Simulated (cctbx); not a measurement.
**Lattice, Laue class and space group of a new crystal**

Cell: a = 8.8560 Å, b = 8.8560 Å, c = 5.8360 Å, α = 90.00°, β = 90.00°, γ = 120.00°. Expected content of the cell: Dy6 As10 Ti2.

The data are simulated with cctbx, not measured: Mo Kα, λ = 0.71073 Å, to d = 0.77 Å, 50 % of the full sphere, strongest reflection 40000 counts, noise from counting, a 1.5 % proportional error and a noise floor of 4 counts (s.d.); no absorption.

Tests on the unmerged data give:

```text
1831 reflections to d = 0.770 A
centring   violations  <I/sigma> of those
    A        764 of   927     26.3
    B        740 of   892     26.9
    C        802 of   925     28.6
    I        731 of   883     26.6
    R       1013 of  1234     27.1
    F       1153 of  1372     27.3
Laue class    unique    Rint  (classes that these axes allow; Friedel mates merged)
P -1             1401   0.013
P 1 1 2/m         904   0.014
P -3              602   0.015
P -3 1 m          340   0.017
P -3 m 1          363   0.017
P 6/m             334   0.017
P 6/m m m         215   0.018
space group    extra absences  I>4sigma  <I/sigma>
P 6 2 2                 0          0         -  acentric
P 61 2 2                3          0       0.6  acentric
P 65 2 2                3          0       0.6  acentric
P 62 2 2                3          0       0.6  acentric
P 64 2 2                3          0       0.6  acentric
P 63 2 2                3          0       0.6  acentric
P 6 m m                 0          0         -  acentric
P 63 c m              172          0       0.0  acentric
P -6 m 2                0          0         -  acentric
P -6 c 2              172          0       0.0  acentric
P -6 2 m                0          0         -  acentric
P 6/m m m               0          0         -  centric
P 63/m c m            172          0       0.0  centric
Wilson B = 0.70 A^2   <|E^2-1|> = 0.761 (0.968 centric, 0.736 acentric)   E^2>4: 1.0 %
shell (A)         n   <I/sigma>
 7.67 - 1.54     34     67.2
 1.54 - 1.22     29     88.8
 1.22 - 1.07     27     69.5
 1.07 - 0.97     21     80.9
 0.97 - 0.90     28     76.0
 0.90 - 0.85     26     64.2
 0.85 - 0.81     23     67.3
 0.81 - 0.77     27     64.2
```

**Question.** What are the lattice type, the Laue class and the likely space group?

Every centring test has many violations, so the lattice is primitive.

Rint stays low (0.013 to 0.018) up to P 6/m m m, the highest class in these axes.

13 settings pass the absence test. The most absences obeyed, 172, belong to P 63 c m, P -6 c 2 and P 63/m c m, which absences can't tell apart.

⟨|E²−1|⟩ = 0.761 leans to a non-centrosymmetric structure. Here that hint misleads: the statistic assumes many like atoms on general positions, and few, heavy or special-position atoms break it. The Wilson B of 0.70 Å² means U ≈ 0.0089 Å².

The true group is P6_3/mcm (no. 193), Laue class 6/mmm, centrosymmetric. The tables only narrow the choice to the tied entries; cell content, site symmetry and trial solutions must settle it.

The model is made up (kin elements in a known structure type, no relaxation), so it says nothing on whether the phase exists.

[Logs are printed without paths, hosts, clocks, repeated set-up lines and the standing remarks that a program may print on its own settings, such as how far it seeks lower states.]
